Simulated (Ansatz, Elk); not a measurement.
# Ca3Fe: X-ray structure factors from the self-consistent density

Structure refinements treat a crystal as free atoms side by side. For a made-up structure of Ca3Fe (cell and positions from a PBEsol relaxation) the runs below show what the calculated density changes in F(hkl).

Program: Elk 11.2.3 (patched build). Level of theory: DFT, PBE, all-electron APW+lo, Dirac cores, scalar-relativistic bands, static density, ferromagnetic start. Results are calculated unless marked as measured.

This account leaves out most program logs.

The structure was built from a prototype and need not be the compound's stable phase.

### 1. Set-up

Symmetry: P6_3/mmc, No. 194, hexagonal system. Conventional cell: a = 7.048 Å, b = 7.048 Å, c = 5.318 Å, α = 90.00°, β = 90.00°, γ = 120.00°. Nearest to Fe lie 12 Ca at 3.27 to 3.53 Å. Nearest to Ca lie 4 Fe at 3.27 to 3.53 Å and 6 Ca at 3.29 to 3.43 Å. Farther neighbours are not listed.

Coordinates:

```cif
data_structure
_symmetry_space_group_name_H-M 'P6_3/mmc'
_symmetry_Int_Tables_number 194
_cell_length_a 7.0478
_cell_length_b 7.0478
_cell_length_c 5.3180
_cell_angle_alpha 90.000
_cell_angle_beta 90.000
_cell_angle_gamma 120.000
_cell_volume 228.76
loop_
_atom_site_label
_atom_site_type_symbol
_atom_site_symmetry_multiplicity
_atom_site_Wyckoff_symbol
_atom_site_fract_x
_atom_site_fract_y
_atom_site_fract_z
_atom_site_occupancy
Fe1 Fe 2 c 0.66667 0.33333 0.75000 1
Ca1 Ca 6 h 0.64410 0.82205 0.75000 1
```

### 2. Ground state and structure factors

An all-electron density is needed, since X-rays see the cores too. Task 0 finds the density and task 195 Fourier-transforms it; tshift is off so that phases refer to the origin typed.

elk.in reads:

```
tasks
  0
  195
  196

xctype
  20

spinpol
  .true.

rgkmax
  7.0

gmaxvr
  14.0

lmaxo
  7

lmaxapw
  8

swidth
  0.002

tshift
  .false.

ramdisk
  .false.

hmaxvr
  5.5

maxscl
  120

epspot
  1e-06

reducebf
  0.8

sppath
  './'

avec
  13.31838994957 0.00000000000 0.00000000000
  -6.65919497479 11.53406403384 -0.00000000000
  0.00000000000 -0.00000000000 10.04947751458

atoms
  2
  'Fe.in'
  2
  0.6666666667 0.3333333333 0.7500000000   0.000000 0.000000 -0.140000
  0.3333333333 0.6666666667 0.2500000000   0.000000 0.000000 -0.140000
  'Ca.in'
  6
  0.6441018643 0.8220509321 0.7500000000   0.000000 0.000000 0.000000
  0.8220509321 0.1779490679 0.2500000000   0.000000 0.000000 0.000000
  0.1779490679 0.3558981357 0.7500000000   0.000000 0.000000 0.000000
  0.3558981357 0.1779490679 0.2500000000   0.000000 0.000000 0.000000
  0.1779490679 0.8220509321 0.7500000000   0.000000 0.000000 0.000000
  0.8220509321 0.6441018643 0.2500000000   0.000000 0.000000 0.000000

ngridk
  3 3 4
```

Command:

```
$ OMP_NUM_THREADS=4 elk
```

Elapsed: 7.1 min, on 4 threads of Arm Neoverse V2, shared host; peak memory 0.71 GiB.

SFACRHO.OUT:

```text

h k l indices transformed by vhmat matrix:
   1.000000000       0.000000000       0.000000000    
   0.000000000       1.000000000       0.000000000    
   0.000000000       0.000000000       1.000000000    

      h      k      l  multipl.   |H|            Re(F)            Im(F)           |F|

      0      0      0      1   0.0000000       172.00000     -0.33004708E-16   172.00000    
      0     -1      0      6  0.54475034      -15.248093     -0.93729407E-14   15.248093    
      0      0     -1      2  0.62522507      0.86964275E-14  0.53559661E-14  0.10213434E-13
     -1      0     -1      6  0.82925227      -6.1429453      0.53559661E-14   6.1429453    
     -1      0      1      6  0.82925227       6.1429453     -0.66949576E-14   6.1429453    
     -1     -1      0      6  0.94353527       13.941825     -0.14059411E-13   13.941825    
      0     -2      0      6   1.0895007      -66.587739      0.53559661E-14   66.587739    
      2     -1     -1     12   1.1318857     -0.80732883E-08  0.26779830E-14  0.80732883E-08
      0      0      2      2   1.2504501      -128.83502     -0.46725696E-15   128.83502    
      0     -2      1      6   1.2561521       109.84232      0.12050924E-13   109.84232    
      2      0     -1      6   1.2561521      -109.84232     -0.40169746E-14   109.84232    
      1      0     -2      6   1.3639569       12.377039      0.53559661E-14   12.377039    
      1      0      2      6   1.3639569       12.377039      -0.0000000       12.377039    
      2      1      0     12   1.4412739       7.5725742     -0.53559661E-14   7.5725742    
     -1     -1     -2     12   1.5664879      -11.816048      0.10377184E-13   11.816048    
      1      2      1     12   1.5710433       17.268359      0.80339491E-14   17.268359    
      2      1      1     12   1.5710433      -17.268359     -0.10711932E-13   17.268359    
     -3      3      0      6   1.6342510       9.5018649     -0.73644534E-13   9.5018649
```

Elk indexes on the primitive cell of elk.in and gives |H| = 4π sin θ/λ in inverse bohr. Below, one row stands for each form hkl of the conventional cell (m members, Friedel mates merged), F is for one primitive cell and the density is static (no thermal factor). Free-atom factors are Waasmaier and Kirfel's, and R is Σm||F|−|F'||/Σm|F|.

```csv
hkl,m,sin θ/λ (Å⁻¹),"abs F, DFT",neutral atoms,diff.
100,6,0.082,15.248,15.071,+0.177
001,2,0.094,0.000,0.000,+0.000
101,12,0.125,6.143,6.024,+0.119
110,6,0.142,13.942,13.748,+0.194
200,6,0.164,66.588,66.434,+0.153
111,12,0.170,0.000,0.000,+0.000
002,2,0.188,128.835,128.734,+0.101
201,12,0.189,109.842,109.751,+0.091
102,12,0.205,12.377,12.581,-0.204
210,12,0.217,7.573,7.363,+0.210
112,12,0.236,11.816,12.199,-0.383
211,24,0.236,17.268,17.495,-0.226
300,6,0.246,9.502,9.703,-0.201
202,12,0.249,56.703,56.596,+0.106
```

### 3. The magnetisation density

The same run holds the spin density, and task 196 transforms it. The order is that of the start, and no other was tried.

SFACMAG_1.OUT:

```text

h k l indices transformed by vhmat matrix:
   1.000000000       0.000000000       0.000000000    
   0.000000000       1.000000000       0.000000000    
   0.000000000       0.000000000       1.000000000    

      h      k      l  multipl.   |H|            Re(F)            Im(F)           |F|

      0      0      0      1   0.0000000       4.0849595     -0.27339819E-17   4.0849595    
      0     -1      0      6  0.54475034      -2.2959279      0.20294090E-14   2.2959279    
      0      0     -1      2  0.62522507      0.28766425E-15 -0.15691307E-16  0.28809189E-15
     -1      0     -1      6  0.82925227      -4.3530559      0.28192048E-14   4.3530559    
     -1      0      1      6  0.82925227       4.3530559     -0.26466004E-14   4.3530559    
     -1     -1      0      6  0.94353527       4.9723952      0.32755603E-14   4.9723952    
      0     -2      0      6   1.0895007      -1.9932612      0.17626568E-14   1.9932612    
      2     -1     -1     12   1.1318857     -0.25977179E-08  0.31173396E-14  0.25977179E-08
      0      0      2      2   1.2504501      -3.9163480     -0.21241459E-17   3.9163480    
      0     -2      1      6   1.2561521       3.4557099      0.56475629E-14   3.4557099    
      2      0     -1      6   1.2561521      -3.4557099      0.49113791E-14   3.4557099    
      1      0     -2      6   1.3639569       1.9632898      0.17626568E-14   1.9632898    
      1      0      2      6   1.3639569       1.9632898      0.14043720E-14   1.9632898    
      2      1      0     12   1.4412739      -1.7170999     -0.26047569E-14   1.7170999    
     -1     -1     -2     12   1.5664879      -3.3130378     -0.55802210E-15   3.3130378    
      1      2      1     12   1.5710433       2.8135812      0.21366330E-14   2.8135812
```

The total moment is 4.08 μB a cell; sphere moments: Fe1 +2.75, Fe2 +2.75, Ca3 -0.08, Ca4 -0.08, Ca5 -0.08, Ca6 -0.08, Ca7 -0.08, Ca8 -0.08 μB. Polarised neutrons measure spin and orbital magnetisation together; without spin-orbit coupling the run gives the spin part:

```csv
hkl,sin θ/λ (Å⁻¹),abs F_M (μB)
100,0.082,2.296
001,0.094,0.000
101,0.125,4.353
110,0.142,4.972
200,0.164,1.993
111,0.170,0.000
002,0.188,3.916
201,0.189,3.456
102,0.205,1.963
210,0.217,1.717
112,0.236,3.313
211,0.236,2.814
300,0.246,3.042
202,0.249,1.471
```

### 4. The highest occupied states alone

An energy window below the Fermi level keeps the highest occupied states, to see at which angles they scatter; shallow core shells can lie inside it and anion s states outside. No new self-consistency is needed.

elk.in, as its differences from that of step 2:

```diff
@@ -1,5 +1,3 @@
 tasks
-  0
   195
-  196
 
@@ -44,2 +42,5 @@
 
+wsfac
+  -0.393130 0.458110
+
 sppath
```

Command:

```
$ OMP_NUM_THREADS=4 elk
```

Elapsed: 27 s, on 4 threads; peak memory 0.35 GiB; 31 s of CPU time.

States within 15 eV below the Fermi level hold 28.00 electrons; any levels below the window count with the cores. Their amplitudes can exceed the total, where window and core parts have opposite phase:

```csv
hkl,sin θ/λ (Å⁻¹),"abs F, window","abs F, all"
100,0.082,6.478,15.248
001,0.094,0.000,0.000
101,0.125,9.435,6.143
110,0.142,10.380,13.942
200,0.164,4.773,66.588
111,0.170,0.000,0.000
002,0.188,8.322,128.835
201,0.189,7.190,109.842
102,0.205,3.691,12.377
210,0.217,3.503,7.573
```

### 5. Another functional

The difference from free atoms is small, so it is set against the change that PBEsol makes.

elk.in, as its differences from that of step 4:

```diff
@@ -1,6 +1,8 @@
 tasks
+  0
   195
+  196
 
 xctype
-  20
+  22
 
@@ -42,5 +44,2 @@
 
-wsfac
-  -0.393130 0.458110
-
 sppath
```

Command:

```
$ OMP_NUM_THREADS=4 elk
```

Run time: 7.4 min. Hardware: 4 threads; peak memory 0.75 GiB.

Against the first run R = 0.04 %; the largest change is -0.059 at 220. The moment goes from 4.08 to 4.28 μB.

### 6. Basis size

A smaller basis shows how fast F responds to it; the change is likely larger than the basis error of the first run, but doesn't show convergence.

elk.in, as its differences from that of step 5:

```diff
@@ -6,3 +6,3 @@
 xctype
-  22
+  20
 
@@ -12,3 +12,3 @@
 rgkmax
-  7.0
+  5.5
```

Command:

```
$ OMP_NUM_THREADS=4 elk
```

Run time: 6.6 min. Hardware: 4 threads; peak memory 0.68 GiB.

Against the first run R = 0.06 %; the largest change is +0.120 at 004. The moment goes from 4.08 to 4.26 μB.

### 7. Settings against the effect

```csv
run,R against the first run (%),"R against neutral atoms, low angle (%)",wall time
"PBE, rgkmax 7",0.00,0.60,7.1 min
PBEsol,0.04,0.56,7.4 min
rgkmax 5.5,0.06,0.57,6.6 min
```

### 8. Outcome

| Property | Result |
| --- | --- |
| R against neutral atoms, sin θ/λ < 0.3 Å⁻¹ | 0.60 % |
| R against neutral atoms, 0.3 to 0.67 Å⁻¹ | 0.24 % |

What this shows: Independent neutral atoms miss the calculated amplitudes by R = 0.60 % below 0.3 Å⁻¹ and 0.24 % from there to 0.67 Å⁻¹; by shells, 1.47 % below 0.15 Å⁻¹ (3 forms), 0.56 % 0.15 to 0.3 (14 forms), 0.19 % 0.3 to 0.45 (29 forms), 0.26 % above 0.45 (87 forms). Bonding, aspherical density and the tables' own atoms all enter these figures, and the runs don't part them. The largest change of an amplitude is -0.38 electrons, at 112. The relaxation gave a moment of 3.69 μB against 4.08 μB here, so the moment isn't settled. The magnetic order is that of the start. No other order was tried here, and an antiferromagnetic one would change or move the magnetic intensity. The window's part falls from 28.0 electrons at the origin to at most 2.15 between 0.45 and 0.67 Å⁻¹, where compact states inside the window still scatter. Below 0.3 Å⁻¹ the changes that finished (PBEsol and rgkmax 5.5) move F by R = 0.07 % at most, against the 0.60 % that separates it from free atoms. A single amplitude moves by up to 0.12 electrons, against 0.38 for the largest difference from free atoms. The magnetic factors move by R = 0.7 % (PBEsol) and 2.4 % (rgkmax 5.5), so they aren't settled to better than that. The k-mesh has no finished test. Part of the difference isn't bonding: the tables are fits to free atoms and ions calculated by other methods than this functional. Thermal motion, anomalous dispersion and extinction are left out.

[Logs are printed without paths, hosts, clocks, repeated set-up lines and the standing remarks that a program may print on its own settings, such as how far it seeks lower states.]

[Hosts, paths, dates, database ids (printed as entryN), source tags and the programs' standing remarks are cut or masked in the printed files.]
